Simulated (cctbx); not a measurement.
## Finding the light atoms

Cell a = 3.4010 Å, b = 3.4010 Å, c = 10.3920 Å, α = 90.00°, β = 90.00°, γ = 90.00°; space group P4mm (no. 99); content Cu3 S3 Li1. The heavier atoms are placed; Li is still missing.

Simulated single-crystal data (cctbx): Mo Kα, λ = 0.71073 Å, to d = 0.84 Å, 70 % of the full sphere, strongest reflection 20000 counts, noise from counting, a 2 % proportional error and a noise floor of 4 counts (s.d.); no absorption.

Refinement without Li (map in e/Å³):

```text
Rint 0.021, 167 unique reflections to 0.85 A
cycle     R1     wR2    GooF  max shift (A)
   1  0.1232  0.2782  13.275   0.05525
   2  0.0313  0.0677   3.233   0.00005
final R1 0.0313 wR2 0.0677 GooF 3.233  parameters 12  data/parameter 13.9
atom        x        y        z      Ueq    occ   su(xyz)  su(Uiso or U11)
Cu1    0.00000  0.00000  0.52742   0.0071  1.000  0.00017  0.0006
Cu2    0.50000  0.50000  0.23439   0.0027  1.000  0.00015  0.0005
Cu3    0.00000  0.00000  0.99104   0.0017  1.000  0.00018  0.0005
S1     0.50000  0.50000  0.50095   0.0070  1.000  0.00056  0.0009
S2     0.00000  0.00000  0.20768   0.0083  1.000  0.00048  0.0009
S3     0.00000  0.00000  0.78804   0.0091  1.000  0.00054  0.0009
difference map: max 4.17 min -1.06 rms 0.25
Q1    0.5000  0.5000  0.7570    1    4.18  2.43 A from S3
Q2    0.5000  0.5000  0.9949    1    2.16  2.41 A from Cu3
Q3    0.0000  0.0000  0.4841    1    1.61  0.45 A from Cu1
Q4    0.0000  0.0000  0.9981    1    1.52  0.07 A from Cu3
Q5    0.5000  0.5000  0.2374    1    1.44  0.03 A from Cu2
Q6    0.0000  0.0000  0.7532    1    1.09  0.36 A from S3
Q7    0.0000  0.0000  0.2519    1    1.07  0.46 A from S2
Q8    0.5000  0.5000  0.5049    1    0.83  0.04 A from S1
```

Simulated single-crystal data (cctbx): neutrons of λ = 0.95 Å, to d = 0.8 Å, 70 % of the full sphere, strongest reflection 5000 counts, noise from counting, a 2 % proportional error and a noise floor of 4 counts (s.d.); no absorption.

Refinement without Li (map in fm/Å³; only maxima are listed):

```text
Rint 0.023, 196 unique reflections to 0.80 A
cycle     R1     wR2    GooF  max shift (A)
   1  0.1379  0.3136  14.275   0.05540
   8  0.0966  0.2003   9.119   0.00015
final R1 0.0963 wR2 0.1984 GooF 9.032  parameters 12  data/parameter 16.3
atom        x        y        z      Ueq    occ   su(xyz)  su(Uiso or U11)
Cu1    0.00000  0.00000  0.52731   0.0013  1.000  0.00040  0.0013
Cu2    0.50000  0.50000  0.23536   0.0097  1.000  0.00045  0.0016
Cu3    0.00000  0.00000  0.99293   0.0104  1.000  0.00049  0.0015
S1     0.50000  0.50000  0.50630   0.0001  1.000  0.00162  0.0025
S2     0.00000  0.00000  0.20076   0.0063  1.000  0.00173  0.0030
S3     0.00000  0.00000  0.78376   0.0001  1.000  0.00136  0.0025
difference map: max 1.82 min -7.50 rms 0.35
Q1    0.5000  0.5000  0.1747    1    1.87  0.63 A from Cu2
Q2    0.0000  0.0000  0.0955    1    1.55  1.07 A from Cu3
Q3    0.5000  0.5000  0.2596    1    1.39  0.25 A from Cu2
Q4    0.5000  0.5000  0.3598    1    1.15  1.29 A from Cu2
Q5    0.5000  0.5000  0.4989    1    1.11  0.08 A from S1
Q6    0.0000  0.0000  0.7521    1    0.98  0.33 A from S3
Q7    0.0000  0.0000  0.4031    1    0.94  1.29 A from Cu1
Q8    0.0000  0.0000  0.5814    1    0.84  0.56 A from Cu1
```

**Question.** Where is Li, and which data fix it better?

Li sits at (1/2, 1/2, 0.7642). Adding it takes R1 from 0.031 to 0.009 with X-rays and from 0.096 to 0.011 with neutrons. Its largest coordinate s.u. is 0.00235 with X-rays and 0.00042 with neutrons, so neutrons fix it better in these data. In the X-ray map Q1 marks it. No listed neutron peak is on it. Natural Li has a negative scattering length, so it shows as a hole in the neutron map (minimum -7.5), not among the maxima.

Final neutron refinement:

```text
Rint 0.023, 196 unique reflections to 0.80 A
cycle     R1     wR2    GooF  max shift (A)
   1  0.1162  0.2541  11.633   0.03389
   2  0.0110  0.0231   1.057   0.00002
final R1 0.0110 wR2 0.0231 GooF 1.057  parameters 14  data/parameter 14.0
atom        x        y        z      Ueq    occ   su(xyz)  su(Uiso or U11)
Cu1    0.00000  0.00000  0.52769   0.0074  1.000  0.00007  0.0002
Cu2    0.50000  0.50000  0.23460   0.0047  1.000  0.00006  0.0002
Cu3    0.00000  0.00000  0.99155   0.0033  1.000  0.00008  0.0001
S1     0.50000  0.50000  0.50130   0.0045  1.000  0.00023  0.0003
S2     0.00000  0.00000  0.20775   0.0072  1.000  0.00016  0.0003
S3     0.00000  0.00000  0.78745   0.0085  1.000  0.00019  0.0004
Li1    0.50000  0.50000  0.76636   0.0052  1.000  0.00042  0.0004
difference map: max 0.26 min -0.12 rms 0.03
Q1    0.0000  0.0000  0.0388    1    0.26  0.49 A from Cu3
Q2    0.0000  0.0000  0.5821    1    0.26  0.57 A from Cu1
Q3    0.0000  0.0000  0.9447    1    0.24  0.49 A from Cu3
Q4    0.5000  0.5000  0.8096    1    0.21  0.45 A from Li1
Q5    0.0000  0.0000  0.4805    1    0.20  0.49 A from Cu1
Q6    0.5000  0.5000  0.1846    1    0.20  0.52 A from Cu2
```

The model was made for the exercise: a known structure type with other elements put in, its volume estimated, not relaxed; displacement parameters are assumed.

[Middle refinement cycles are left out of these outputs.]

[Logs are printed without paths, hosts, clocks, repeated set-up lines and the standing remarks that a program may print on its own settings, such as how far it seeks lower states.]
